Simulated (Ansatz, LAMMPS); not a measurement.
# Rapidly quenched Cu34Fe29Al37 (at. %) (73 atoms): a single point

Wanted: forces and levels of rapidly quenched Cu34Fe29Al37 (at. %) (73 atoms).

Main program and level: Ansatz 0.2.0; Kohn-Sham DFT, LDA, PAW (set soft_2), plane waves.

## Step 1: The system as given

The cell holds 73 atoms: 25 Cu, 21 Fe and 27 Al. Its edges and angles: a = 10.201 Å, b = 10.201 Å, c = 10.201 Å, α = 90.0°, β = 90.0°, γ = 90.0°. 73 atoms (25 Cu, 21 Fe, 27 Al) placed at random at 5.2 g/cm³, melted at 2000 K for 10 ps at fixed volume with the MEAM Al-Si-Mg-Cu-Fe potential (Jelinek et al., Phys. Rev. B 85, 245102 (2012)). Quenched from 2000 K to 300 K at 100 K/ps and zero pressure, held 5 ps, then minimised at fixed cell.

Before any run, some limits are plain. The quench rate of 100 K/ps is many orders above laboratory rates, so the cell is likely richer in defects and strain than a real sample. The starting topology of bonds comes from the classical model, and needn't be the one that DFT or experiment would give.

## Step 2: The classical run that made the cell

A classical potential makes the cell, at a small fraction of what the same run would cost in DFT.

This step: classical MD, MEAM Al-Si-Mg-Cu-Fe potential (Jelinek et al., Phys. Rev. B 85, 245102 (2012)) (LAMMPS 22 Jul 2025 - Update 4).

The input, in.lmp:

```
# melt-quench of Cu25Fe21Al27
units metal
atom_style atomic
boundary p p p
region box block 0 10.3651 0 10.3651 0 10.3651
create_box 3 box
mass 1 63.5460   # Cu
mass 2 55.8450   # Fe
mass 3 26.9815   # Al
create_atoms 1 random 25 464477 NULL overlap 1.79 maxtry 2000
create_atoms 2 random 21 464484 NULL overlap 1.79 maxtry 2000
create_atoms 3 random 27 464491 NULL overlap 1.79 maxtry 2000
pair_style meam
pair_coeff * * library.meam AlS SiS MgS CuS FeS AlSiMgCuFe.meam CuS FeS AlS
neigh_modify delay 0 every 1 check yes
thermo_style custom step time temp pe press density
thermo_modify norm yes
timestep 0.002
thermo 100
min_style cg
minimize 1e-4 1e-4 200 2000
reset_timestep 0
velocity all create 2000 464478 mom yes dist gaussian
fix lim all nve/limit 0.05
fix lan all langevin 2000 2000 0.2 464479 zero yes
thermo 500
run 1000 post no
unfix lim
unfix lan
thermo 833
fix md all nvt temp 2000 2000 0.2
run 5000 post no
unfix md
thermo 850
fix md all npt temp 2000 300 0.2 iso 0 0 2
run 8500 post no
unfix md
thermo 1250
fix md all npt temp 300 300 0.2 iso 0 0 2
run 2500 post no
unfix md
thermo 100
min_style cg
minimize 0 1e-3 2000 20000
write_dump all custom glass.dump id type xs ys zs modify sort id
```

Launch:

```
> lmp -in in.lmp -log none -nocite
```

Output:

```text
LAMMPS (22 Jul 2025 - Update 4)
Created orthogonal box = (0 0 0) to (10.3651 10.3651 10.3651)
Created 25 atoms
Created 21 atoms
Created 27 atoms
   Step          Time           Temp          PotEng         Press         Density
         0   0              0             -1.1576434      474688.58      5.2038833
        87   0.174          0             -3.2097979      24244.642      5.2038833
Loop time of 0.107313 s on 1 MPI rank(s) for 87 steps with 73 atoms
Minimization stats:
  Stopping criterion = energy tolerance
  Energy initial, next-to-last, final =
     -1.15764341408325  -3.20965019941545  -3.20979787765361
[... 34 lines left out ...]
     16250   32.5           297.99883     -3.4272389      11983.181      5.485207
     17000   34             329.78972     -3.426171       8311.9316      5.4594441
Loop time of 2.15487 s on 1 MPI rank(s) for 2500 steps with 73 atoms
   Step          Time           Temp          PotEng         Press         Density
     17000   34             329.78972     -3.426171       8311.9316      5.4594441
     17048   34.096         329.78972     -3.4665347     -1588.3121      5.4594441
Loop time of 0.0814779 s on 1 MPI rank(s) for 48 steps with 73 atoms
Minimization stats:
  Stopping criterion = force tolerance
  Energy initial, next-to-last, final =
     -3.42617095506404  -3.46653474197311   -3.4665347425631
  Force two-norm initial, final = 8.5991992 0.00089576983
  Iterations, force evaluations = 48 96
```

The job ended after 14 s (1 thread of Arm Neoverse V1, shared host; peak memory 0.077 GiB).

## Step 3: Plane-wave single point

The electrons are solved once, with the atoms held.

The input, input.yaml:

```yaml
crystal:
  lattice:
    - [10.20078, 0.0, 0.0]
    - [0.0, 10.20078, 0.0]
    - [0.0, 0.0, 10.20078]
  atoms:
    - { symbol: Cu, position: [0.72754, 0.95365, 0.61542] }
    - { symbol: Cu, position: [0.18201, 0.83457, 0.02686] }
    - { symbol: Cu, position: [0.8544, 0.93911, 0.83082] }
    - { symbol: Cu, position: [0.30962, 0.68579, 0.15567] }
    - { symbol: Cu, position: [0.00608, 0.79988, 0.15443] }
    - { symbol: Cu, position: [0.59647, 0.21096, 0.86694] }
    - { symbol: Cu, position: [0.54906, 0.59058, 0.10175] }
    - { symbol: Cu, position: [0.01809, 0.17574, 0.86766] }
    - { symbol: Cu, position: [0.04038, 0.63057, 0.52016] }
    - { symbol: Cu, position: [0.06695, 0.53134, 0.72773] }
    - { symbol: Cu, position: [0.02103, 0.84901, 0.40577] }
    - { symbol: Cu, position: [0.72255, 0.39062, 0.76548] }
    - { symbol: Cu, position: [0.17349, 0.70707, 0.8388] }
    - { symbol: Cu, position: [0.8725, 0.95252, 0.24288] }
    - { symbol: Cu, position: [0.97047, 0.63421, 0.29805] }
    - { symbol: Cu, position: [0.96693, 0.00333, 0.03392] }
    - { symbol: Cu, position: [0.42662, 0.40946, 0.9835] }
    - { symbol: Cu, position: [0.17816, 0.0271, 0.45068] }
    - { symbol: Cu, position: [0.54845, 0.10764, 0.66144] }
    - { symbol: Cu, position: [0.08941, 0.12254, 0.24022] }
    - { symbol: Cu, position: [0.66371, 0.39239, 0.00037] }
    - { symbol: Cu, position: [0.71795, 0.74759, 0.72717] }
    - { symbol: Cu, position: [0.1107, 0.94647, 0.8288] }
    - { symbol: Cu, position: [0.81814, 0.19174, 0.99198] }
    - { symbol: Cu, position: [0.14102, 0.12133, 0.67811] }
    - { symbol: Fe, position: [0.57866, 0.57892, 0.84526], spin: 2.2 }
    - { symbol: Fe, position: [0.8459, 0.64862, 0.0521], spin: 2.2 }
    - { symbol: Fe, position: [0.20336, 0.08174, 0.02427], spin: 2.2 }
    - { symbol: Fe, position: [0.48478, 0.34551, 0.68599], spin: 2.2 }
    - { symbol: Fe, position: [0.8441, 0.56434, 0.63974], spin: 2.2 }
    - { symbol: Fe, position: [0.17604, 0.37933, 0.88587], spin: 2.2 }
    - { symbol: Fe, position: [0.79364, 0.15301, 0.73014], spin: 2.2 }
    - { symbol: Fe, position: [0.03163, 0.36583, 0.22511], spin: 2.2 }
    - { symbol: Fe, position: [0.24132, 0.26165, 0.37371], spin: 2.2 }
    - { symbol: Fe, position: [0.60802, 0.77732, 0.50874], spin: 2.2 }
    - { symbol: Fe, position: [0.39772, 0.45653, 0.22087], spin: 2.2 }
    - { symbol: Fe, position: [0.34345, 0.98136, 0.72861], spin: 2.2 }
    - { symbol: Fe, position: [0.34526, 0.59531, 0.55309], spin: 2.2 }
    - { symbol: Fe, position: [0.45285, 0.18169, 0.06227], spin: 2.2 }
    - { symbol: Fe, position: [0.39958, 0.71855, 0.93978], spin: 2.2 }
    - { symbol: Fe, position: [0.94318, 0.83683, 0.63543], spin: 2.2 }
    - { symbol: Fe, position: [0.65906, 0.49163, 0.37135], spin: 2.2 }
    - { symbol: Fe, position: [0.51333, 0.83982, 0.17897], spin: 2.2 }
    - { symbol: Fe, position: [0.26356, 0.79826, 0.35919], spin: 2.2 }
    - { symbol: Fe, position: [0.51036, 0.15104, 0.41224], spin: 2.2 }
    - { symbol: Fe, position: [0.61389, 0.96523, 0.84259], spin: 2.2 }
    - { symbol: Al, position: [0.09859, 0.55808, 0.06806] }
    - { symbol: Al, position: [0.46607, 0.77404, 0.71259] }
    - { symbol: Al, position: [0.41025, 0.9592, 0.97388] }
    - { symbol: Al, position: [0.20511, 0.52871, 0.35187] }
    - { symbol: Al, position: [0.69248, 0.28206, 0.51943] }
    - { symbol: Al, position: [0.93141, 0.0765, 0.51855] }
    - { symbol: Al, position: [0.59865, 0.55397, 0.59793] }
    - { symbol: Al, position: [0.47111, 0.661, 0.35148] }
    - { symbol: Al, position: [0.92796, 0.69844, 0.84852] }
    - { symbol: Al, position: [0.23079, 0.35849, 0.6181] }
    - { symbol: Al, position: [0.64631, 0.03397, 0.09937] }
    - { symbol: Al, position: [0.58247, 0.29278, 0.2348] }
    - { symbol: Al, position: [0.33395, 0.20574, 0.84029] }
    - { symbol: Al, position: [0.81332, 0.47042, 0.18731] }
    - { symbol: Al, position: [0.92732, 0.42417, 0.92561] }
    - { symbol: Al, position: [0.2373, 0.30067, 0.12129] }
    - { symbol: Al, position: [0.90268, 0.42743, 0.42983] }
    - { symbol: Al, position: [0.95681, 0.31858, 0.66042] }
    - { symbol: Al, position: [0.72831, 0.7151, 0.26865] }
    - { symbol: Al, position: [0.34787, 0.53174, 0.78363] }
    - { symbol: Al, position: [0.19705, 0.813, 0.60501] }
    - { symbol: Al, position: [0.64983, 0.77643, 0.982] }
    - { symbol: Al, position: [0.84015, 0.20178, 0.27105] }
    - { symbol: Al, position: [0.65848, 0.96395, 0.36787] }
    - { symbol: Al, position: [0.42098, 0.94684, 0.49452] }
    - { symbol: Al, position: [0.35368, 0.04381, 0.24421] }
    - { symbol: Al, position: [0.43693, 0.38311, 0.44643] }
magnetization:
  spin_polarized: true
kpoints:
  mp_grid: { grid: [2, 2, 2] }
hamiltonian:
  xc: lda
scf:
  occupations: { method: fermi_dirac, width: 0.1 }
output:
  forces: true
  stress: true
  populations: true
  dos:
    method: { smearing: { sigma: 0.15 } }
    de: 0.1
    projected: { site_lists: { Al: [Al], Cu: [Cu], Fe: [Fe] } }
  eigenvalues: true
  write_density: true
  write_potential: true
  volumetric_format: npy
```

Launch:

```
> ansatz run input.yaml --threads 8 --pin off --max-ram 15872MiB --backend cpu --events-out ev --progress --plain --runs-dir out
```

Output:

```text
Engine: ansatz 0.2.0, aarch64-unknown-linux-gnu
Pseudopotentials: kind: paw
Pseudopotential: Cu, paw, valence charge 19, recommended cutoff 420 eV (normal), Cu.paw.azcp
Pseudopotential: Fe, paw, valence charge 16, recommended cutoff 420 eV (normal), Fe.paw.azcp
Pseudopotential: Al, paw, valence charge 3, recommended cutoff 420 eV (normal), Al.paw.azcp
[... 3 lines on functional and potentials left out ...]
Crystal: 73 atoms, lattice volume = 1061.451 Å³
Basis set: ecut = 420 eV, 20719 PW (Γ)
Bands: 563, of which v1, the nominal top of the filled ones, is band 446 counted from 1 (445 counted from 0)
Symmetry: 1 space group operations
Space group: P1 (ITA 1), of the structure as read, at distance tolerance 1.0e-4 Å
Magnetic group: BNS 1.1 (UNI 1), of the structure as read, at distance tolerance 1.0e-4 Å
k-points: 8
[... 10 lines on functional and potentials left out ...]
Initial density: superposition of atomic densities (chi_scale 0.1, normalization cell)
Starting moments: Σ|m| = 46.2 μB on 21 of 73 sites
Initial wavefunctions: pseudopotential atomic-orbital guess
Functional: x = slater, c = lda
SCF iter   1: F=—  HF=-270585.822384 eV  |F-HF|=—  |Δ(HF+E_count)|=         —  Δρ=1.95e-1 (↑1.72e-1 ↓1.95e-1)  dr2=1.50e3  dr2_m=1.69e1  M=32.746 μB ∫|m|=36.519 μB  β_m=0.30  ethr=3.10e-3  ⟨swp⟩=5.1  Hψ=31452  notcnv=0  defer=182
Mixer restart at iter 1: flushing history
preconditioner: auto → Kerker (q_TF=auto, 2.650 Å⁻¹)  [metal: Δε(μ)=0.000 eV  Ē_g=5.319 eV  σ=0.100 eV  W_gap=0.00  n_scr=340 (ndim 8)  ℏωp=26.1 eV  f_vac=0.000  D(μ)=109.40/eV (n_scr^D=1418)]
spin=Collinear: Kerker preconditioning applied to the charge; magnetization (m = ρ↑ − ρ↓) channel mixes plain (no charge-response kernel on spin).
SCF iter   2: F=—  HF=-270594.039398 eV  |F-HF|=—  |Δ(HF+E_count)|=    8.22e0  Δρ=8.51e-2 (↑7.68e-2 ↓8.51e-2)  dr2=1.38e2  dr2_m=4.18e0  M=43.866 μB ∫|m|=48.991 μB  β_m=0.26  ethr=3.10e-3  ⟨swp⟩=3.9  Hψ=24282  notcnv=0  defer=701
SCF iter   3: F=—  HF=-270542.430864 eV  |F-HF|=—  |Δ(HF+E_count)|=    5.16e1  Δρ=2.81e-2 (↑2.46e-2 ↓2.81e-2)  dr2=2.55e1  dr2_m=2.53e0  M=42.849 μB ∫|m|=47.763 μB  β_m=0.42  ethr=3.10e-3  ⟨swp⟩=3.0  Hψ=18955  notcnv=0  defer=919
SCF iter   4: F=—  HF=-270545.283804 eV  |F-HF|=—  |Δ(HF+E_count)|=    2.85e0  Δρ=5.17e-2 (↑4.08e-2 ↓5.17e-2)  dr2=1.21e2  dr2_m=1.07e0  M=39.973 μB ∫|m|=45.154 μB  β_m=0.35  ethr=2.86e-3  ⟨swp⟩=2.9  Hψ=18559  notcnv=0  defer=912  recentre
SCF iter   5: F=—  HF=-270544.074230 eV  |F-HF|=—  |Δ(HF+E_count)|=    1.21e0  Δρ=2.30e-2 (↑1.73e-2 ↓2.30e-2)  dr2=2.81e1  dr2_m=5.13e-1  M=40.231 μB ∫|m|=45.547 μB  β_m=0.35  ethr=2.86e-3  ⟨swp⟩=2.0  Hψ=17104  notcnv=0  defer=912
SCF iter   6: F=—  HF=-270543.630591 eV  |F-HF|=—  |Δ(HF+E_count)|=   4.44e-1  Δρ=1.09e-2 (↑8.71e-3 ↓1.09e-2)  dr2=5.43e0  dr2_m=2.49e-1  M=39.401 μB ∫|m|=45.040 μB  β_m=0.39  ethr=2.86e-3  ⟨swp⟩=2.1  Hψ=11744  notcnv=0  defer=918
SCF iter   7: F=—  HF=-270542.957157 eV  |F-HF|=—  |Δ(HF+E_count)|=   6.73e-1  Δρ=1.02e-2 (↑8.87e-3 ↓1.02e-2)  dr2=3.46e0  dr2_m=1.16e-1  M=39.242 μB ∫|m|=44.954 μB  β_m=0.43  ethr=6.09e-4  ⟨swp⟩=2.2  Hψ=14219  notcnv=0  defer=916
SCF iter   8: F=—  HF=-270542.744620 eV  |F-HF|=—  |Δ(HF+E_count)|=   2.13e-1  Δρ=5.26e-3 (↑3.47e-3 ↓5.26e-3)  dr2=4.19e-1  dr2_m=1.10e-1  M=40.162 μB ∫|m|=45.808 μB  β_m=0.50  ethr=3.88e-4  ⟨swp⟩=2.0  Hψ=12493  notcnv=0  defer=916
SCF iter   9: F=—  HF=-270542.728681 eV  |F-HF|=—  |Δ(HF+E_count)|=   1.59e-2  Δρ=5.06e-3 (↑3.06e-3 ↓5.06e-3)  dr2=3.96e-1  dr2_m=6.60e-2  M=40.438 μB ∫|m|=46.162 μB  β_m=0.57  ethr=4.69e-5  ⟨swp⟩=2.0  Hψ=16816  notcnv=0  defer=916
[...]
SCF iter  20: F=—  HF=-270542.772929 eV  |F-HF|=—  |Δ(HF+E_count)|=   1.44e-6  Δρ=3.18e-5 (↑2.51e-5 ↓3.18e-5)  dr2=2.30e-5  dr2_m=2.80e-6  M=41.182 μB ∫|m|=47.077 μB  β_m=0.46  ethr=5.07e-9  ⟨swp⟩=2.0  Hψ=15438  notcnv=0  defer=916
SCF iter  21: F=—  HF=-270542.772929 eV  |F-HF|=—  |Δ(HF+E_count)|=   2.02e-7  Δρ=2.16e-5 (↑1.83e-5 ↓2.16e-5)  dr2=1.39e-5  dr2_m=6.65e-7  M=41.184 μB ∫|m|=47.080 μB  β_m=0.42  ethr=2.58e-9  ⟨swp⟩=2.0  Hψ=15854  notcnv=0  defer=916
SCF iter  22: F=—  HF=-270542.772928 eV  |F-HF|=—  |Δ(HF+E_count)|=   1.49e-6  Δρ=1.21e-5 (↑9.55e-6 ↓1.21e-5)  dr2=5.03e-6  dr2_m=1.42e-7  M=41.184 μB ∫|m|=47.080 μB  β_m=0.37  ethr=1.56e-9  ⟨swp⟩=2.0  Hψ=14758  notcnv=0  defer=916
SCF iter  23: F=—  HF=-270542.772927 eV  |F-HF|=—  |Δ(HF+E_count)|=   6.22e-7  Δρ=6.76e-6 (↑5.98e-6 ↓6.76e-6)  dr2=1.57e-6  dr2_m=1.98e-7  M=41.184 μB ∫|m|=47.080 μB  β_m=0.57  ethr=5.64e-10  ⟨swp⟩=2.0  Hψ=11148  notcnv=0  defer=916
SCF iter  24: F=—  HF=-270542.772927 eV  |F-HF|=—  |Δ(HF+E_count)|=   7.43e-8  Δρ=5.96e-6 (↑4.96e-6 ↓5.96e-6)  dr2=1.06e-6  dr2_m=9.86e-8  M=41.184 μB ∫|m|=47.080 μB  β_m=0.64  ethr=1.76e-10  ⟨swp⟩=2.0  Hψ=15803  notcnv=0  defer=916
SCF iter  25: F=—  HF=-270542.772927 eV  |F-HF|=—  |Δ(HF+E_count)|=   4.28e-8  Δρ=6.10e-6 (↑5.06e-6 ↓6.10e-6)  dr2=1.30e-6  dr2_m=1.41e-8  M=41.183 μB ∫|m|=47.080 μB  β_m=0.54  ethr=1.19e-10  ⟨swp⟩=2.0  Hψ=15959  notcnv=0  defer=916
SCF iter  26: F=—  HF=-270542.772927 eV  |F-HF|=—  |Δ(HF+E_count)|=   1.58e-7  Δρ=3.06e-6 (↑2.43e-6 ↓3.06e-6)  dr2=2.56e-7  dr2_m=6.73e-9  M=41.183 μB ∫|m|=47.080 μB  β_m=0.47  ethr=1.19e-10  ⟨swp⟩=2.1  Hψ=15723  notcnv=0  defer=916
SCF iter  27: F=—  HF=-270542.772927 eV  |F-HF|=—  |Δ(HF+E_count)|=   2.12e-8  Δρ=1.74e-6 (↑1.70e-6 ↓1.74e-6)  dr2=8.83e-8  dr2_m=6.68e-9  M=41.184 μB ∫|m|=47.080 μB  β_m=0.44  ethr=2.87e-11  ⟨swp⟩=2.0  Hψ=15626  notcnv=0  defer=916
SCF iter  28: F=—  HF=-270542.772927 eV  |F-HF|=—  |Δ(HF+E_count)|=   7.28e-9  Δρ=2.59e-6 (↑1.42e-6 ↓2.59e-6)  dr2=1.69e-7  dr2_m=5.59e-9  M=41.184 μB ∫|m|=47.080 μB  β_m=0.43  ethr=9.90e-12  ⟨swp⟩=2.0  Hψ=15643  notcnv=0  defer=916
SCF iter  29: F=-270542.772927 eV  HF=-270542.772927 eV  |F-HF|=6.71e-8  |Δ(HF+E_count)|=   6.87e-9  Δρ=1.63e-6 (↑8.94e-7 ↓1.63e-6)  dr2=7.08e-8  dr2_m=2.93e-9  M=41.184 μB ∫|m|=47.080 μB  ethr=9.90e-12  ⟨swp⟩=12.1  Hψ=61421  notcnv=0
SCF 1 converged in 29 iterations: F = -270542.772927 eV  dr2 = 7.08e-8
  greatest PAW one-centre occupation: 1.004 electrons in one spin orbital (limit 2), on the Fe atom at site 40 (counted from 0), in its partial waves of l = 1
SCF converged after 29 iterations
Magnetization: 41.1837 μB (466.5918 up, 425.4082 down)
Absolute magnetization: 47.1304 μB (∫|ρ↑−ρ↓|, with the PAW one-centre terms)
Spin contamination: 2.2906 ħ² per cell (⟨S²⟩ above its minimum at these occupations)
Per-site moments (μB) at R_I (Å): [(0.064368, 0.987187), (0.036170, 0.925997), (0.063630, 1.000368), (0.074895, 0.986928), (0.017105, 0.925997), [...]
Free energy (F): -270542.772927 eV
Harris-Foulkes:  -270542.772927 eV  (|F-HF|=6.71e-8)
Internal energy: -270540.665323 eV  (E = F + TS)
E sigma→0 (E₀):  -270541.719125 eV
Entropy (-TS):   -2.107604 eV (-28.871 meV/atom)
Fermi energy:    11.417275 eV
--- Per-component energies (eV) ---
  E_band       = -17625.233533
  E_kinetic    = 15487.695066
  E_local      = -221350.555016  (includes V_loc(G=0)·N_el)
  E_nonlocal   = 14845.315325
  E_hartree    = 98960.954702
  E_xc         = -5712.536989
  E_vxc        = -6815.572895  (∫ρ·V_xc dr)
  E_paw        = -79236.655502  (= ΣΔE_a)
  E_vpaw       = -17714.050402  (= ΣTr[D̂ρ^β])
  E_aug_tail   = 0.022593  (compensation charges beyond the density's cutoff)
  E_ewald      = -93556.083598
  E_core_change = 21.178097  (= ΣΔE_core)
  E_smearing   = -2.107604  (= −TS)
  E_closure    = -0.000000  (closes the sum)
  Σ components = -270542.772927   (vs F -270542.772927, Δ=0.00e0)
--- Forces (eV/Å), atoms counted from 1 ---
  atom   1  Cu     0.19688631     0.16078448    -0.21751223
  atom   2  Cu     0.79452063     0.51827869     0.01846214
  atom   3  Cu    -0.01926074     0.28559840     0.40401986
  atom   4  Cu     0.21890309    -0.47399072     0.23846280
  atom   5  Cu    -0.04780628    -0.32147405    -0.22980246
  atom   6  Cu    -0.10734771    -0.11744567     0.28814656
  atom   7  Cu     0.52002932     0.11931547     0.19051354
  atom   8  Cu    -0.01008883     0.12246708     0.17240746
  atom   9  Cu     0.51666794     0.37701774    -0.20860088
  atom  10  Cu     0.37229355    -0.47471268     0.04390072
  atom  11  Cu     0.06527915     0.07359690    -0.11532559
  atom  12  Cu     0.04376664    -0.10648792    -0.30863025
  atom  13  Cu     0.47148911    -0.07373369    -0.42564255
  atom  14  Cu    -0.64096182     0.81498882     0.52480774
[...]
atom  72  Al    -0.38263488    -0.05933762     0.19399360
  atom  73  Al     0.31043650     0.38229934     0.29300383
  max |Σ_I F_I| component: 3.51e-5 eV/Å
--- Stress (GPa, compression-positive) ---
      -14.171172      -0.143513      -0.739333
       -0.143513     -13.278680      -0.396470
       -0.739333      -0.396470     -12.015206
  P = ⅓ Tr σ = -13.1550 GPa (-131.550 kbar)
--- Band table (eV; the first three rows and the last of 16) ---
  k-point 0 ↑: bands = ["-100.8309", "-100.8095", "-100.7104", "-100.6641", [... 547 levels ...], "17.7563", "17.8034", "17.8546", "17.8816", "17.9282", "18.0042", "18.0532", "18.0769", "18.1057", "18.2271", "18.3460", "18.3732"]
[...]
--- Löwdin populations: 73 sites ---
  site symbol       q [e]    m [muB]
     0     Cu     18.6194     0.0652
     1     Cu     18.6918     0.0199
     2     Cu     18.6653     0.0531
[...]
72     Al      3.2984    -0.1040
  spilling = 0.007499 (of n_electrons = 892.000000)
```

It took 13 min on 8 threads of Arm Neoverse V1, shared host; peak memory 11 GiB; 1.7 h of CPU time.

The column dr2 measures how far the density is from self-consistency, as an energy; F and HF (Harris–Foulkes) agree once it is small.

The program notes that it cut back its work space to fit the memory limit.

The run gave:

```
free energy                             : -270542.7729 eV
free energy per atom                    : -3706.0654 eV/atom
SCF cycles                              : 29
pressure                                : -13.16 GPa
r.m.s. force component                  : 0.3161 eV/Å
longest force                           : 1.162 eV/Å
Fermi energy                            : 11.42 eV
levels partly filled by over 2 per cent : 396
total moment                            : 41.18 μB
absolute moment                         : 47.13 μB
spilling of the projection              : 0.007499
```

Length of the force by element and coordination:

| element | coordination | atoms | mean length of the force (eV/Å) | spread | least | most |
| --- | --- | --- | --- | --- | --- | --- |
| Al | all | 27 | 0.477 | 0.197 | 0.0725 | 0.805 |
| Cu | all | 25 | 0.535 | 0.238 | 0.152 | 1.16 |
| Fe | all | 21 | 0.516 | 0.163 | 0.138 | 0.78 |

Magnetic moments by element and coordination:

| element | coordination | atoms | mean moment (μB) | spread | least | most |
| --- | --- | --- | --- | --- | --- | --- |
| Al | all | 27 | -0.0344 | 0.0108 | -0.0492 | -0.004 |
| Cu | all | 25 | 0.0388 | 0.0235 | -6.0e-4 | 0.0749 |
| Fe | all | 21 | 1.95 | 0.354 | 1.15 | 2.45 |

Density of states as counts of states in windows of 1 eV (from the Fermi level), total and the larger projections:

| from (eV) | to (eV) | total up | total down | Cu d | Fe d | Al p | Al s | Cu s |
| --- | --- | --- | --- | --- | --- | --- | --- | --- |
| -14 | -10 | 0.0 | 0.0 | 0.0 | 0.0 | 0.0 | 0.0 | 0.0 |
| -10 | -9 | 1.1 | 0.9 | 0.0 | 0.0 | 0.2 | 0.8 | 0.4 |
| -9 | -8 | 3.4 | 3.3 | 0.0 | 0.0 | 1.5 | 2.5 | 1.2 |
| -8 | -7 | 5.7 | 5.7 | 0.2 | 0.2 | 3.5 | 3.7 | 2.3 |
| -7 | -6 | 7.9 | 7.4 | 0.8 | 0.6 | 5.0 | 4.8 | 2.7 |
| -6 | -5 | 10.4 | 9.4 | 2.7 | 1.8 | 5.9 | 4.8 | 3.2 |
| -5 | -4 | 26.8 | 21.6 | 26.3 | 5.4 | 7.2 | 3.7 | 3.8 |
| -4 | -3 | 68.0 | 61.4 | 97.8 | 14.2 | 10.4 | 2.1 | 2.4 |
| -3 | -2 | 68.8 | 56.7 | 83.6 | 26.7 | 9.1 | 2.1 | 1.8 |
| -2 | -1 | 68.6 | 30.9 | 26.0 | 57.4 | 9.1 | 2.0 | 1.9 |
| -1 | 0 | 21.4 | 41.5 | 5.8 | 40.0 | 9.0 | 1.9 | 2.1 |
| 0 | 1 | 12.0 | 42.9 | 2.8 | 36.2 | 7.6 | 2.0 | 1.9 |
| 1 | 2 | 13.4 | 18.1 | 1.2 | 10.3 | 9.1 | 3.2 | 2.4 |
| 2 | 3 | 12.6 | 14.8 | 0.8 | 5.2 | 8.6 | 3.5 | 2.6 |
| 3 | 4 | 13.1 | 13.3 | 0.5 | 3.2 | 8.7 | 3.6 | 2.7 |

The levels nearest the highest filled one (over half full), pooled over k-points and spins:

| level less the highest filled one (eV) | occupation |
| --- | --- |
| -0.0104 | 0.526 |
| -0.0093 | 0.523 |
| -0.0078 | 0.52 |
| -0.0077 | 0.52 |
| -0.0077 | 0.519 |
| 0 | 0.5 |
| 5.0e-4 | 0.499 |
| 0.0027 | 0.493 |
| 0.0063 | 0.485 |
| 0.0086 | 0.479 |
| 0.0102 | 0.475 |
| 0.0103 | 0.475 |

(Continued in part 2 of 2.)

[Long decimals in the printed logs are rounded to 6 places.]

[Logs are printed without paths, hosts, clocks, repeated set-up lines and the standing remarks that a program may print on its own settings, such as how far it seeks lower states.]

[Hosts, paths, dates, database ids (printed as entryN), source tags and the programs' standing remarks are cut or masked in the printed files.]
